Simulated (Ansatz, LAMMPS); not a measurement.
# Convergence of a linear-scaling basis for 33Li2O-67Al2O3 (mol %) with crystalline order left by the classical run (65 atoms)

Wanted: errors and times of a linear-scaling basis for 33Li2O-67Al2O3 (mol %) with crystalline order left by the classical run (65 atoms). A setting counts as converged where the r.m.s. difference of forces stays under 1 % of the r.m.s. force.

Program: Ansatz 0.2.0. Level of theory: Kohn-Sham DFT, PBE, PAW (set soft_2), plane waves. Values are calculated unless marked as measured.

**1. The system as given**

The cell holds 65 atoms: 10 Li, 20 Al and 35 O. Its edges and angles: a = 8.274 Å, b = 8.274 Å, c = 8.274 Å, α = 90.0°, β = 90.0°, γ = 90.0°. 65 atoms (10 Li, 20 Al, 35 O) placed at random at 2.94 g/cm³, melted at 4000 K for 10 ps at fixed volume with the Morse and Coulomb pair potential with partial charges (Pedone, Malavasi, Menziani, Cormack and Segre, J. Phys. Chem. B 110, 11780 (2006)). Quenched from 4000 K to 300 K at 50 K/ps and fixed volume, held 10 ps at zero pressure.

Limits known from the start: The quench rate of 50 K/ps is orders of magnitude faster than experiment, which tends to freeze in extra defects. The starting topology of bonds comes from the classical model, and needn't be the one that DFT or experiment would give. The Brillouin zone is sampled at Γ only, in a cell whose shortest periodic width is 8 Å.

**2. Making the structure**

A classical potential supplies the starting structure, since it reaches far longer times than DFT.

This step: classical MD, Morse and Coulomb pair potential with partial charges (Pedone, Malavasi, Menziani, Cormack and Segre, J. Phys. Chem. B 110, 11780 (2006)) (LAMMPS 22 Jul 2025 - Update 4).

Contents of in.lmp:

```
# melt-quench of Li10Al20O35
units metal
atom_style charge
boundary p p p
region box block 0 8.7067 0 8.7067 0 8.7067
create_box 3 box
mass 1 6.9400   # Li
mass 2 26.9815   # Al
mass 3 15.9990   # O
create_atoms 1 random 10 621927 NULL overlap 1.5 maxtry 2000
create_atoms 2 random 20 621934 NULL overlap 1.5 maxtry 2000
create_atoms 3 random 35 621941 NULL overlap 1.5 maxtry 2000
pair_style hybrid/overlay pedone 5.5 coul/long 8.0
pair_coeff * * coul/long
pair_coeff 1 3 pedone 0.001114 3.429506 2.681360 1   # Li-O
pair_coeff 2 3 pedone 0.361581 1.900442 2.164818 0.9   # Al-O
pair_coeff 3 3 pedone 0.042395 1.379316 3.618701 22   # O-O
set type 1 charge 0.6
set type 2 charge 1.8
set type 3 charge -1.2
kspace_style pppm 1.0e-4
neigh_modify delay 0 every 1 check yes
thermo_style custom step time temp pe press density
thermo_modify norm yes
timestep 0.002
thermo 100
min_style cg
minimize 1e-4 1e-4 200 2000
reset_timestep 0
velocity all create 4000 621928 mom yes dist gaussian
fix lim all nve/limit 0.05
fix lan all langevin 4000 4000 0.2 621929 zero yes
thermo 500
run 1000 post no
# [... 7 lines left out ...]
fix md all nvt temp 4000 300 0.2
run 37000 post no
unfix md
thermo 1666
fix md all npt temp 300 300 0.2 iso 0 0 2
run 5000 post no
unfix md
write_dump all custom glass.dump id type xs ys zs modify sort id
```

On the command line:

```
$ lmp -in in.lmp -log none -nocite
```

The log of the run:

```text
LAMMPS (22 Jul 2025 - Update 4)
Created orthogonal box = (0 0 0) to (8.7067 8.7067 8.7067)
Created 10 atoms
Created 20 atoms
Created 35 atoms
PPPM initialization ...
  G vector (1/distance) = 0.37639034
  grid = 9 9 9
  estimated relative force accuracy = 6.573882e-05
   Step          Time           Temp          PotEng         Press         Density
         0   0              0             -3.6839052      629624.07      2.9410403
        92   0.184          0             -11.300431     -36076.097      2.9410403
Loop time of 0.0870816 s on 1 MPI rank(s) for 92 steps with 65 atoms
Minimization stats:
  Stopping criterion = energy tolerance
  Energy initial, next-to-last, final =
     -3.68390517669263   -11.299539418008  -11.3004307061122
  Force two-norm initial, final = 181.4498 1.2392691
  Iterations, force evaluations = 92 138
   Step          Time           Temp          PotEng         Press         Density
[... 7 lines left out ...]
      2499   4.998          3412.8192     -10.770581      125700.89      2.9410403
      3332   6.664          4099.7717     -10.772672      69695.579      2.9410403
      4165   8.33           4242.4932     -10.696034      111645.25      2.9410403
      4998   9.996          4294.7917     -10.877649      20788.976      2.9410403
      5831   11.662         4585.0841     -10.859098      96957.278      2.9410403
[... 1 line left out ...]
Loop time of 2.66532 s on 1 MPI rank(s) for 5000 steps with 65 atoms
   Step          Time           Temp          PotEng         Press         Density
[... 12 lines left out ...]
Loop time of 19.1236 s on 1 MPI rank(s) for 37000 steps with 65 atoms
   Step          Time           Temp          PotEng         Press         Density
[... 1 line left out ...]
     43316   86.632         294.57399     -11.476792      44653.27       3.4946073
     44982   89.964         330.16955     -11.4862       -1408.9522      3.4076297
     46648   93.296         335.8752      -11.48469      -5333.6418      3.4073832
     48000   96             306.45734     -11.482078      1785.45        3.4266844
Loop time of 3.20032 s on 1 MPI rank(s) for 5000 steps with 65 atoms
```

Wall time 26 s (1 thread of Arm Neoverse N1, shared host); peak memory 0.071 GiB.

**3. Plane-wave single point**

This run is the reference for what follows, at a cutoff of 420 eV.

Contents of input.yaml:

```yaml
crystal:
  lattice:
    - [8.27426, 0.0, 0.0]
    - [0.0, 8.27426, 0.0]
    - [0.0, 0.0, 8.27426]
  atoms:
    - { symbol: Li, position: [0.03947, 0.51026, 0.80814] }
    - { symbol: Li, position: [0.81433, 0.65594, 0.69163] }
    - { symbol: Li, position: [0.06877, 0.81274, 0.19299] }
    - { symbol: Li, position: [0.35028, 0.67826, 0.36123] }
    - { symbol: Li, position: [0.84041, 0.99403, 0.0513] }
    - { symbol: Li, position: [0.34494, 0.99562, 0.38388] }
    - { symbol: Li, position: [0.82433, 0.05719, 0.36738] }
    - { symbol: Li, position: [0.56623, 0.49938, 0.86706] }
    - { symbol: Li, position: [0.34388, 0.9822, 0.05625] }
    - { symbol: Li, position: [0.46006, 0.99174, 0.57934] }
    - { symbol: Al, position: [0.81589, 0.98957, 0.69374] }
    - { symbol: Al, position: [0.08825, 0.80704, 0.52075] }
    - { symbol: Al, position: [0.83652, 0.32671, 0.03677] }
    - { symbol: Al, position: [0.09721, 0.82787, 0.87624] }
    - { symbol: Al, position: [0.32112, 0.33302, 0.36478] }
    - { symbol: Al, position: [0.58486, 0.51504, 0.52786] }
    - { symbol: Al, position: [0.5647, 0.83518, 0.88148] }
    - { symbol: Al, position: [0.08062, 0.14929, 0.20055] }
    - { symbol: Al, position: [0.71301, 0.82333, 0.36918] }
    - { symbol: Al, position: [0.55642, 0.16649, 0.8662] }
    - { symbol: Al, position: [0.11105, 0.16152, 0.86451] }
    - { symbol: Al, position: [0.83175, 0.66985, 0.0343] }
    - { symbol: Al, position: [0.95151, 0.48847, 0.36133] }
    - { symbol: Al, position: [0.57307, 0.15676, 0.21242] }
    - { symbol: Al, position: [0.33566, 0.66368, 0.69794] }
    - { symbol: Al, position: [0.33434, 0.33567, 0.69534] }
    - { symbol: Al, position: [0.56488, 0.51895, 0.19027] }
    - { symbol: Al, position: [0.8184, 0.33004, 0.69076] }
    - { symbol: Al, position: [0.09376, 0.15257, 0.54047] }
    - { symbol: Al, position: [0.21308, 0.49105, 0.03597] }
    - { symbol: O, position: [0.55338, 0.34258, 0.35087] }
    - { symbol: O, position: [0.81929, 0.47532, 0.52834] }
    - { symbol: O, position: [0.57366, 0.02575, 0.04055] }
    - { symbol: O, position: [0.34439, 0.50684, 0.19513] }
    - { symbol: O, position: [0.85336, 0.18855, 0.18891] }
    - { symbol: O, position: [0.60835, 0.99101, 0.74325] }
    - { symbol: O, position: [0.60716, 0.32892, 0.04918] }
    - { symbol: O, position: [0.8342, 0.82591, 0.20408] }
    - { symbol: O, position: [0.08571, 0.00046, 0.0232] }
    - { symbol: O, position: [0.09238, 0.32547, 0.36382] }
    - { symbol: O, position: [0.31033, 0.18429, 0.53574] }
    - { symbol: O, position: [0.56029, 0.67144, 0.70942] }
    - { symbol: O, position: [0.83343, 0.82256, 0.86471] }
    - { symbol: O, position: [0.58162, 0.00029, 0.36063] }
    - { symbol: O, position: [0.33031, 0.81742, 0.87148] }
    - { symbol: O, position: [0.07006, 0.65485, 0.02679] }
    - { symbol: O, position: [0.83962, 0.84573, 0.54081] }
    - { symbol: O, position: [0.35522, 0.49001, 0.54352] }
    - { symbol: O, position: [0.10281, 0.69332, 0.70524] }
    - { symbol: O, position: [0.59662, 0.64515, 0.36863] }
    - { symbol: O, position: [0.83305, 0.48025, 0.8652] }
    - { symbol: O, position: [0.8273, 0.50514, 0.18689] }
    - { symbol: O, position: [0.06727, 0.65933, 0.37308] }
    - { symbol: O, position: [0.07273, 0.0127, 0.71747] }
    - { symbol: O, position: [0.33924, 0.18597, 0.84999] }
    - { symbol: O, position: [0.08336, 0.00629, 0.37762] }
    - { symbol: O, position: [0.32589, 0.49697, 0.85054] }
    - { symbol: O, position: [0.58315, 0.33063, 0.69562] }
    - { symbol: O, position: [0.60515, 0.66909, 0.03623] }
    - { symbol: O, position: [0.82203, 0.17218, 0.86542] }
    - { symbol: O, position: [0.32521, 0.16823, 0.20552] }
    - { symbol: O, position: [0.8668, 0.16644, 0.56355] }
    - { symbol: O, position: [0.3123, 0.8165, 0.53436] }
    - { symbol: O, position: [0.08902, 0.31887, 0.02554] }
    - { symbol: O, position: [0.08877, 0.31635, 0.70278] }
kpoints:
  mp_grid: { grid: [1, 1, 1] }
hamiltonian:
  xc: pbe
scf:
  occupations: { method: fermi_dirac, width: 0.05 }
output:
  forces: true
  stress: true
  populations: true
  dos:
    method: { smearing: { sigma: 0.15 } }
    de: 0.1
    projected: { site_lists: { Al: [Al], Li: [Li], O: [O] } }
  eigenvalues: true
  write_density: true
  write_potential: true
  volumetric_format: npy
```

On the command line:

```
$ ansatz run input.yaml --threads 4 --pin off --max-ram 8192MiB --backend cpu --events-out ev --progress --plain --runs-dir out
```

The log of the run:

```text
Engine: ansatz 0.2.0, aarch64-unknown-linux-gnu
Pseudopotentials: kind: paw
Pseudopotential: Li, paw, valence charge 3, recommended cutoff 420 eV (normal), Li.paw.azcp
Pseudopotential: Al, paw, valence charge 3, recommended cutoff 420 eV (normal), Al.paw.azcp
Pseudopotential: O, paw, valence charge 6, recommended cutoff 420 eV (normal), O.paw.azcp
[... 5 lines on functional and potentials left out ...]
Crystal: 65 atoms, lattice volume = 566.484 Å³
Basis set: ecut = 420 eV, 11067 PW (Γ), exchange–correlation on 120×120×120 points (8 copies of the dense FFT grid, shifted against one another)
Bands: 215, of which v1, the nominal top of the filled ones, is band 150 counted from 1 (149 counted from 0)
Symmetry: 1 space group operations
Space group: P1 (ITA 1), of the structure as read, at distance tolerance 8.3e-5 Å
k-points: 1
[... 7 lines on functional and potentials left out ...]
Initial density: superposition of atomic densities (neutral atoms: chi_scale 0, normalization atom), corrected by the library's trained network
Initial wavefunctions: pseudopotential atomic-orbital guess
Functional: x = pbe(κ = 0.804, μ = 0.219515), c = pbe(β = 0.066725)
SCF iter   1: F=—  HF=-32742.760225 eV  |F-HF|=—  |Δ(HF+E_count)|=         —  Δρ=2.89e-3  dr2=5.04e-2  ethr=1.77e-3  ⟨swp⟩=6.0  Hψ=964  notcnv=0  defer=47
preconditioner: auto → Resta (q_TF=auto, 2.454 Å⁻¹)  ε∞=3.4  [insulator: Δε(μ)=4.238 eV  Ē_g=16.741 eV  σ=0.050 eV  W_gap=1.00  n_scr=146 (ndim 8)  ℏωp=26.1 eV  f_vac=0.014  D(μ)=0.00/eV (n_scr^D=0)  ε∞_Penn≈3.4]
SCF iter   2: F=—  HF=-32742.752239 eV  |F-HF|=—  |Δ(HF+E_count)|=   7.99e-3  Δρ=1.37e-3  dr2=9.44e-3  ethr=1.68e-5  ⟨swp⟩=2.0  Hψ=317  notcnv=0  defer=58
SCF iter   3: F=—  HF=-32742.754651 eV  |F-HF|=—  |Δ(HF+E_count)|=   2.41e-3  Δρ=5.55e-4  dr2=2.58e-3  ethr=3.15e-6  ⟨swp⟩=2.0  Hψ=222  notcnv=0  defer=58
SCF iter   4: F=—  HF=-32742.756040 eV  |F-HF|=—  |Δ(HF+E_count)|=   1.39e-3  Δρ=1.75e-4  dr2=2.29e-4  ethr=8.61e-7  ⟨swp⟩=2.0  Hψ=260  notcnv=0  defer=58
SCF iter   5: F=—  HF=-32742.756326 eV  |F-HF|=—  |Δ(HF+E_count)|=   2.86e-4  Δρ=1.54e-4  dr2=1.13e-4  ethr=7.62e-8  ⟨swp⟩=2.0  Hψ=294  notcnv=0  defer=58
SCF iter   6: F=—  HF=-32742.756350 eV  |F-HF|=—  |Δ(HF+E_count)|=   2.43e-5  Δρ=2.85e-5  dr2=6.50e-6  ethr=3.76e-8  ⟨swp⟩=2.0  Hψ=289  notcnv=0  defer=58
SCF iter   7: F=—  HF=-32742.757637 eV  |F-HF|=—  |Δ(HF+E_count)|=   1.29e-3  Δρ=2.53e-5  dr2=2.72e-6  ethr=2.17e-9  ⟨swp⟩=3.0  Hψ=366  notcnv=0  defer=61
SCF iter   8: F=—  HF=-32742.757638 eV  |F-HF|=—  |Δ(HF+E_count)|=   3.65e-7  Δρ=8.41e-6  dr2=2.86e-7  ethr=9.05e-10  ⟨swp⟩=2.0  Hψ=263  notcnv=0  defer=61
SCF iter   9: F=-32742.757638 eV  HF=-32742.757638 eV  |F-HF|=4.12e-9  |Δ(HF+E_count)|=   1.67e-7  Δρ=2.25e-6  dr2=2.30e-8  ethr=3.33e-11  ⟨swp⟩=23.0  Hψ=1901  notcnv=0
SCF 1 converged in 9 iterations: F = -32742.757638 eV  dr2 = 2.30e-8
  greatest PAW one-centre occupation: 1.000 electrons in one spin orbital (limit 2), on the Li atom at site 0 (counted from 0), in its partial waves of l = 0
SCF converged after 9 iterations
Free energy (F): -32742.757638 eV
Harris-Foulkes:  -32742.757638 eV  (|F-HF|=4.12e-9)
Internal energy: -32742.757638 eV  (E = F + TS)
E sigma→0 (E₀):  -32742.757638 eV
Fermi energy:    9.017016 eV
--- Per-component energies (eV) ---
  E_band       = -677.600649
  E_kinetic    = 7034.999542
  E_local      = -13630.254835  (includes V_loc(G=0)·N_el)
  E_nonlocal   = 1537.612328
  E_hartree    = 4982.807548
  E_xc         = -3555.118145
  E_vxc        = -4108.002489  (∫ρ·V_xc dr)
  E_paw        = -15114.821780  (= ΣΔE_a)
  E_vpaw       = -1477.658142  (= ΣTr[D̂ρ^β])
  E_aug_tail   = 0.088577  (compensation charges beyond the density's cutoff)
  E_ewald      = -13998.070873
  E_smearing   = -0.000000  (= −TS)
  E_closure    = -0.000000  (closes the sum)
  Σ components = -32742.757638   (vs F -32742.757638, Δ=0.00e0)
--- Forces (eV/Å), atoms counted from 1 ---
  atom   1  Li     0.53967210    -0.05190971    -0.51990709
  atom   2  Li     0.06143658     0.38427782     0.12371506
  atom   3  Li    -0.71767164    -0.23779612     0.86925640
  atom   4  Li    -0.52396117    -0.45593556     0.31021170
  atom   5  Li    -0.65132827     0.08191997    -0.25952918
  atom   6  Li    -0.61960530     0.40894257    -0.50953842
  atom   7  Li     0.80362351     1.31785622     0.37888511
  atom   8  Li     0.28084876     0.08164997     0.34883817
  atom   9  Li    -0.07795571     0.54504827    -0.65317357
  atom  10  Li     0.22880683     0.13353906     0.64801907
  atom  11  Al     1.34828956     1.21183150     1.60776437
  atom  12  Al    -0.12561655     0.47591832    -0.35638933
  atom  13  Al    -0.83985045     1.59537820    -1.27775778
  atom  14  Al     0.90088529    -0.02703789    -0.48125453
[...]
atom  64  O     -1.24159879    -0.88471139     0.51940916
  atom  65  O      0.26946321     0.06854908     0.23226853
  max |Σ_I F_I| component: 6.47e-5 eV/Å
--- Stress (GPa, compression-positive) ---
        0.236939       1.312113       1.996102
        1.312106      10.325737      -1.245779
        1.996110      -1.245782      11.279744
  P = ⅓ Tr σ = 7.2808 GPa (72.808 kbar)
--- Band table (eV) ---
  k-point 0: bands = ["-36.8346", "-36.8183", "-36.7269", "-36.5928", [... 199 levels ...], "18.7683", "18.8268", "18.8616", "18.9537", "18.9756", "19.0547", "19.1229", "19.1338", "19.1500", "19.2515", "19.3433", "19.4276"]
--- Löwdin populations: 65 sites ---
  site symbol       q [e]
     0     Li      2.1702
     1     Li      2.1787
     2     Li      2.1706
[...]
64      O      6.8508
  spilling = 0.008707 (of n_electrons = 300.000000)
```

Wall time 8.9 s (4 threads of Arm Neoverse N1, shared host); peak memory 0.68 GiB.

The run gave:

| Property | Result |
| --- | --- |
| free energy | -32742.7576 eV |
| free energy per atom | -503.7347 eV/atom |
| SCF cycles | 9 |
| pressure | 7.281 GPa |
| r.m.s. force component | 0.8297 eV/Å |
| longest force | 3.429 eV/Å |
| Fermi energy | 9.017 eV |
| gap (highest filled to lowest empty level) | 4.283 eV |
| spilling of the projection | 0.008707 |

The r.m.s. force component of 0.83 eV/Å and the pressure of 7.3 GPa set the scale for the differences below.

**4. Support functions low**

The cell is solved in localised support functions.

This step: Kohn-Sham DFT, PBE, PAW (set soft_2), localised support functions (low) (Ansatz 0.2.0).

input.yaml, the sections that differ from step 3:

```yaml
scf:
  occupations: { method: fermi_dirac, width: 0.05 }
  eigensolver: { kind: { support_functions: { accuracy: low } } }
  max_iter: 150
output:
  forces: true
  eigenvalues: true
# crystal, kpoints, hamiltonian: as in step 3
```

The log of the run:

```text
Warning: scf.eigensolver.kind.support_functions: disabling space-group detection — the functions' gradient is summed over unrotated k-points, so no spatial operation reduces the k-mesh or symmetrises the density; time reversal is kept, so that k and −k are solved as one point where they differ and the mesh holds both, and exact exchange and, on two spinor components, a DFT+U term hold to it where the run has them: [...]
settings of this run that can trade accuracy for cost: scf.eigensolver.kind.support_functions; scf.eigensolver.kind.support_functions.accuracy: low [...]
[...]
Crystal: 65 atoms, lattice volume = 566.484 Å³
Basis set: ecut = 420 eV, 11067 PW (Γ), exchange–correlation on 120×120×120 points (8 copies of the dense FFT grid, shifted against one another)
Bands: 180, of which v1, the nominal top of the filled ones, is band 150 counted from 1 (149 counted from 0)
Symmetry: 1 space group operations
k-points: 1
[...]
SCF iter   1: F=—  HF=-32739.293174 eV  |F-HF|=—  |Δ(HF+E_count)|=         —  Δρ=1.28e-1  dr2=9.31e1  ethr=1.00e-1
[...]
SCF iter  10: F=—  HF=-32743.016740 eV  |F-HF|=—  |Δ(HF+E_count)|=   7.95e-4  Δρ=8.41e-5  dr2=2.62e-5  ethr=5.79e-8  κ⁻¹=1.4e-6(r=7)
SCF iter  11: F=-32743.017308 eV  HF=-32743.017309 eV  |F-HF|=9.79e-7  |Δ(HF+E_count)|=   5.69e-4  Δρ=3.10e-5  dr2=4.17e-6  ethr=8.74e-9
SCF 1 converged in 11 iterations: F = -32743.021309 eV  dr2 = 4.17e-6
[...]
SCF converged after 11 iterations
Stability not checked: this state was not tested for a lower state beside it, because the mixer in use, unlike msr1, does not test its closes by its own steps (another_mixer; see scf.mixing.algorithm and scf.lower_state_search)
Free energy (F): -32743.021309 eV
[...]
Internal energy: -32743.021309 eV  (E = F + TS)
E sigma→0 (E₀):  -32743.021309 eV
Fermi energy:    9.016498 eV
[...]
Σ components = -32743.021309   (vs F -32743.021309, Δ=0.00e0)
--- Forces (eV/Å), atoms counted from 1 ---
  atom   1  Li     0.53971812    -0.05206639    -0.51941362
  atom   2  Li     0.06111560     0.38444672     0.12383593
  atom   3  Li    -0.71844537    -0.23736303     0.86916300
  atom   4  Li    -0.52314243    -0.45679663     0.31077220
[...]
atom  65  O      0.27103038     0.06813596     0.23338251
  max |Σ_I F_I| component: 1.97e-3 eV/Å
--- Band table (eV) ---
[...]
```

The job ended after 1.7 min (4 threads; peak memory 2.2 GiB).

The program notes that the band table was not solved further than the SCF left it and it switched symmetry off.

Keys that differ from the reference: support_functions.accuracy = "low" and scf.max_iter = 150.

Forces differ from the reference by 0.79 meV/Å r.m.s., 0.096 % of their size, well within a tolerance of 1 %; the energy by -4.1 meV/atom. It took roughly 11 times the reference's time (one timing each, with unlike analyses asked), in 11 cycles against 9.

[end of part 1 of 3]

[Long decimals in the printed logs are rounded to 6 places.]

[Logs are printed without paths, hosts, clocks, repeated set-up lines and the standing remarks that a program may print on its own settings, such as how far it seeks lower states.]

[Hosts, paths, dates, database ids (printed as entryN), source tags and the programs' standing remarks are cut or masked in the printed files.]
